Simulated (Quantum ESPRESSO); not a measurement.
# Collinear magnetic orders of SrCo2P2 with Quantum ESPRESSO

A self-consistent run ends on one state, which hangs on the start. Several orders of SrCo2P2 are started in Quantum ESPRESSO and their energies compared.

Main program and level: Quantum ESPRESSO 7.5; PBEsol; plane waves with GBRV 1.5 PBEsol potentials, no spin-orbit coupling.

This is a report of a sequence of runs, with most program output left out.

### 1. The structure

Symmetry: I4/mmm, No. 139, tetragonal system. Conventional cell: a = 3.794 Å, b = 3.794 Å, c = 11.610 Å, α = 90.00°, β = 90.00°, γ = 90.00°. Sr has 8 P at 3.18 Å and 8 Co at 3.47 Å nearest. Co has 4 P at 2.24 Å and 4 Co at 2.68 Å and 4 Sr at 3.47 Å nearest. P has 4 Co at 2.24 Å and 4 Sr at 3.18 Å nearest. Farther neighbours are not listed.

As a file:

```cif
data_structure
_symmetry_space_group_name_H-M 'P 1'
_symmetry_Int_Tables_number 1
_cell_length_a 6.3949
_cell_length_b 6.3949
_cell_length_c 6.3949
_cell_angle_alpha 145.488
_cell_angle_beta 145.488
_cell_angle_gamma 49.608
_cell_volume 83.56
loop_
_atom_site_label
_atom_site_type_symbol
_atom_site_fract_x
_atom_site_fract_y
_atom_site_fract_z
_atom_site_occupancy
Sr1 Sr 0.00000 0.00000 0.00000 1
Co2 Co 0.75000 0.25000 0.50000 1
Co3 Co 0.25000 0.75000 0.50000 1
P4 P 0.35250 0.35250 0.00000 1
P5 P 0.64750 0.64750 0.00000 1
```

The cell comes from the Crystallography Open Database.

### 2. Run 1 (ferro ++)

The signs are those of the starting moments on the seeded atoms, the atoms that are given a moment.

ASE passes magmoms on as starting_magnetization. pw.x reads values of 1 or more as Bohr magnetons; where all are smaller, it reads them as fractions of the valence charge.

pw.py reads:

```python
from ase import Atoms
from ase.calculators.espresso import Espresso, EspressoProfile

atoms = Atoms(['Sr', 'Co', 'Co', 'P', 'P'],
    cell=[[-1.897, 1.897, 5.805],
         [1.897, -1.897, 5.805],
         [1.897, 1.897, -5.805]],
    scaled_positions=[[0.0, 0.0, 0.0],
         [0.75, 0.25, 0.5],
         [0.25, 0.75, 0.5],
         [0.3525, 0.3525, 0.0],
         [0.6475, 0.6475, 0.0]],
    pbc=True,
    magmoms=[0.0, 2.0, 2.0, 0.0, 0.0])
input_data = {
    'control': {'calculation': 'scf', 'prefix': 'pwscf', 'outdir': './tmp', 'disk_io': 'nowf', 'tprnfor': True, 'tstress': True},
    'system': {'ecutwfc': 40.0, 'ecutrho': 280.0, 'nbnd': 39, 'occupations': 'smearing', 'smearing': 'fd', 'degauss': 0.00734986, 'nspin': 2},
    'electrons': {'conv_thr': 1e-08, 'electron_maxstep': 150, 'mixing_beta': 0.3},
}
atoms.calc = Espresso(
    profile=EspressoProfile(command='mpirun -n 4 pw.x -nk 4', pseudo_dir='pseudo'),
    pseudopotentials={'P': 'p_pbesol_v1.5.uspp.F.UPF', 'Sr': 'sr_pbesol_v1.uspp.F.UPF', 'Co': 'co_pbesol_v1.2.uspp.F.UPF'},
    input_data=input_data,
    kpts=(10, 10, 10),
    koffset=(0, 0, 0))
atoms.get_potential_energy()
energy = atoms.calc.results['free_energy']
print(f'free energy: {energy:.6f} eV')
print('site moments (muB):', atoms.get_magnetic_moments().round(3))
```

Launch:

```
OMP_NUM_THREADS=1 python3 pw.py > pw.log
```

Elapsed: 3.3 min, on 4 MPI ranks of AMD EPYC 7R13 (Zen 3), shared host; peak memory 0.94 GiB; 13 min of CPU time.

Spin moment in the atom's sphere by atom:

```
atom  spin moment in the atom's sphere (μB)
 Sr1                                  0.004
 Co2                                  0.207
 Co3                                  0.207
  P4                                  0.000
  P5                                  0.000
```

Read from the output:

```yaml
smearing_term_ts: 0.1349 eV
pressure: -7.066 GPa
magnetization: 0.422 μB
absolute_magnetization: 0.47 μB
final_state: ferromagnetic
```

### 3. Run 2 (antiferro +−)

pw.py: that of step 2 with these lines changed.

```diff
@@ -13,6 +13,6 @@
     pbc=True,
-    magmoms=[0.0, 2.0, 2.0, 0.0, 0.0])
+    magmoms=[0.0, 2.0, -2.0, 0.0, 0.0])
 input_data = {
     'control': {'calculation': 'scf', 'prefix': 'pwscf', 'outdir': './tmp', 'disk_io': 'nowf', 'tprnfor': True, 'tstress': True},
-    'system': {'ecutwfc': 40.0, 'ecutrho': 280.0, 'nbnd': 39, 'occupations': 'smearing', 'smearing': 'fd', 'degauss': 0.00734986, 'nspin': 2},
+    'system': {'ecutwfc': 40.0, 'ecutrho': 280.0, 'nbnd': 37, 'occupations': 'smearing', 'smearing': 'fd', 'degauss': 0.00734986, 'nspin': 2},
     'electrons': {'conv_thr': 1e-08, 'electron_maxstep': 150, 'mixing_beta': 0.3},
```

espresso.pwi reads:

```
&CONTROL
   calculation      = 'scf'
   tstress          = .true.
   tprnfor          = .true.
   outdir           = './tmp'
   prefix           = 'pwscf'
   disk_io          = 'nowf'
   pseudo_dir       = 'pseudo'
/
&SYSTEM
   nbnd             = 37
   ecutwfc          = 40.0
   ecutrho          = 280.0
   occupations      = 'smearing'
   degauss          = 0.00734986
   smearing         = 'fd'
   nspin            = 2
   starting_magnetization(1) = 0.0
   starting_magnetization(2) = 2.0
   starting_magnetization(3) = -2.0
   starting_magnetization(4) = 0.0
   ntyp             = 4
   nat              = 5
   ibrav            = 0
/
&ELECTRONS
   electron_maxstep = 150
   conv_thr         = 1e-08
   mixing_beta      = 0.3
/
&IONS
/
&CELL
/
&FCP
/
&RISM
/
ATOMIC_SPECIES
Sr  87.62 sr_pbesol_v1.uspp.F.UPF
Co  58.933194 co_pbesol_v1.2.uspp.F.UPF
Co1 58.933194 co_pbesol_v1.2.uspp.F.UPF
P  30.973761998 p_pbesol_v1.5.uspp.F.UPF

K_POINTS automatic
10 10 10  0 0 0

CELL_PARAMETERS angstrom
-1.89700000000000 1.89700000000000 5.80500000000000
1.89700000000000 -1.89700000000000 5.80500000000000
1.89700000000000 1.89700000000000 -5.80500000000000

ATOMIC_POSITIONS angstrom
Sr  0.0000000000 0.0000000000 0.0000000000  
Co  0.0000000000 1.8970000000 2.9025000000  
Co1 1.8970000000 0.0000000000 2.9025000000  
P  -0.0000000000 0.0000000000 4.0925250000  
P  0.0000000000 -0.0000000000 7.5174750000
```

Launch:

```
OMP_NUM_THREADS=1 python3 pw.py > pw.log
```

The job ended after 3.1 min (4 MPI ranks; peak memory 1.1 GiB; 12 min of CPU time).

Spin moment in the atom's sphere by atom:

| atom | spin moment in the atom's sphere (μB) |
| --- | --- |
| Sr1 | 0.0000 |
| Co2 | -0.0005 |
| Co3 | -0.0004 |
| P4 | 0.0000 |
| P5 | 0.0000 |

Numbers from this step:

```yaml
smearing_term_ts: 0.1454 eV
pressure: -7.125 GPa
magnetization: 0 μB
absolute_magnetization: 0 μB
final_state: non-magnetic
```

### 4. Run 3 (no spin polarisation)

pw.py: that of step 3 with these lines changed.

```diff
@@ -12,7 +12,6 @@
          [0.6475, 0.6475, 0.0]],
-    pbc=True,
-    magmoms=[0.0, 2.0, -2.0, 0.0, 0.0])
+    pbc=True)
 input_data = {
     'control': {'calculation': 'scf', 'prefix': 'pwscf', 'outdir': './tmp', 'disk_io': 'nowf', 'tprnfor': True, 'tstress': True},
-    'system': {'ecutwfc': 40.0, 'ecutrho': 280.0, 'nbnd': 37, 'occupations': 'smearing', 'smearing': 'fd', 'degauss': 0.00734986, 'nspin': 2},
+    'system': {'ecutwfc': 40.0, 'ecutrho': 280.0, 'nbnd': 37, 'occupations': 'smearing', 'smearing': 'fd', 'degauss': 0.00734986},
     'electrons': {'conv_thr': 1e-08, 'electron_maxstep': 150, 'mixing_beta': 0.3},
@@ -28,2 +27 @@
 print(f'free energy: {energy:.6f} eV')
-print('site moments (muB):', atoms.get_magnetic_moments().round(3))
```

Launch:

```
OMP_NUM_THREADS=1 python3 pw.py > pw.log
```

Elapsed: 90 s, on 4 MPI ranks; peak memory 0.76 GiB; 6 min of CPU time.

Numbers from this step:

```
smearing term TS : 0.1454 eV
pressure         : -7.193 GPa
final state      : non-magnetic (no spin polarisation)
```

### 5. An input with a fault

One input was spoiled on purpose, to see how the program answers.

pw.in reads:

```
&CONTROL
  calculation = 'scf'
  prefix = 'pwscf'
  outdir = './tmp'
  pseudo_dir = './pseudo'
  disk_io = 'nowf'
  tprnfor = .true.
  tstress = .true.
/
&SYSTEM
  ibrav = 0
  nat = 5
  ntyp = 3
  encut = 500
  ecutwfc = 40
  ecutrho = 280
  nbnd = 39
  occupations = 'smearing'
  smearing = 'fd'
  degauss = 0.00734986
  nspin = 2
  starting_magnetization(1) = 0
  starting_magnetization(2) = 0.1176
  starting_magnetization(3) = 0
/
&ELECTRONS
  conv_thr = 1d-08
  electron_maxstep = 75
  mixing_beta = 0.3
/
ATOMIC_SPECIES
Sr     87.6200 sr_pbesol_v1.uspp.F.UPF
Co     58.9332 co_pbesol_v1.2.uspp.F.UPF
P      30.9738 p_pbesol_v1.5.uspp.F.UPF
CELL_PARAMETERS angstrom
  -1.8970000000    1.8970000000    5.8050000000
   1.8970000000   -1.8970000000    5.8050000000
   1.8970000000    1.8970000000   -5.8050000000
ATOMIC_POSITIONS crystal
Sr      0.0000000000    0.0000000000    0.0000000000
Co      0.7500000000    0.2500000000    0.5000000000
Co      0.2500000000    0.7500000000    0.5000000000
P       0.3525000000    0.3525000000    0.0000000000
P       0.6475000000    0.6475000000    0.0000000000
K_POINTS automatic
10 10 10 0 0 0
```

Launch:

```
OMP_NUM_THREADS=1 mpirun -n 4 pw.x -nk 4 -in pw.in > pw.out
```

Elapsed: 0.64 s, on 4 MPI ranks; peak memory 0.05 GiB.

The program refused the input before any cycle.

The program's message: “read_namelists (1): bad line in namelist &system: " encut = 500" (error could be in the previous line)”

The fault put into the input: a keyword of another program.

### 6. Energies of the orders

An order is kept where moments of 0.15 μB or more survive with the typed signs; meshes match where a doubled cell samples the same k points as the first cell.

Orders:

```
               start    final state  typed order kept  energy over the lowest (meV a seeded atom)  largest site moment (μB)  net moment (μB a cell of the first run)  mesh matched  CPU time (s)
            ferro ++  ferromagnetic               yes                                           0                    0.2066                                   0.4217           yes         800.5
        antiferro +-   non-magnetic                no                                      0.4746                         0                                  8.78e-4           yes         736.4
no spin polarisation   non-magnetic                 -                                      0.4469                         0                                        0           yes         357.7
```

### 7. Outcome

- lowest state found: ferromagnetic (from ferro ++)
- largest site moment: 0.207 μB
- state without moments: 0.447 meV a seeded atom higher

**Reading.** At this level spin polarisation gains little. 1 start lost its moments. This is the lowest of 3 collinear or spinless starts, no proof of the ground state. Energies are free energies at an electronic temperature of 1160 K, which lowers moments and differences where the moments are itinerant.

[Logs and program files are shortened in this print: banners, set-up blocks, solver, clock and traceback lines can be left out without a mark of their own.]

[Logs are printed without paths, hosts, clocks, repeated set-up lines and the standing remarks that a program may print on its own settings, such as how far it seeks lower states.]

[Hosts, paths, dates, database ids (printed as entryN), source tags and the programs' standing remarks are cut or masked in the printed files.]

[Where a cell is said to come from a database of computed structures, the database is the Materials Project.]
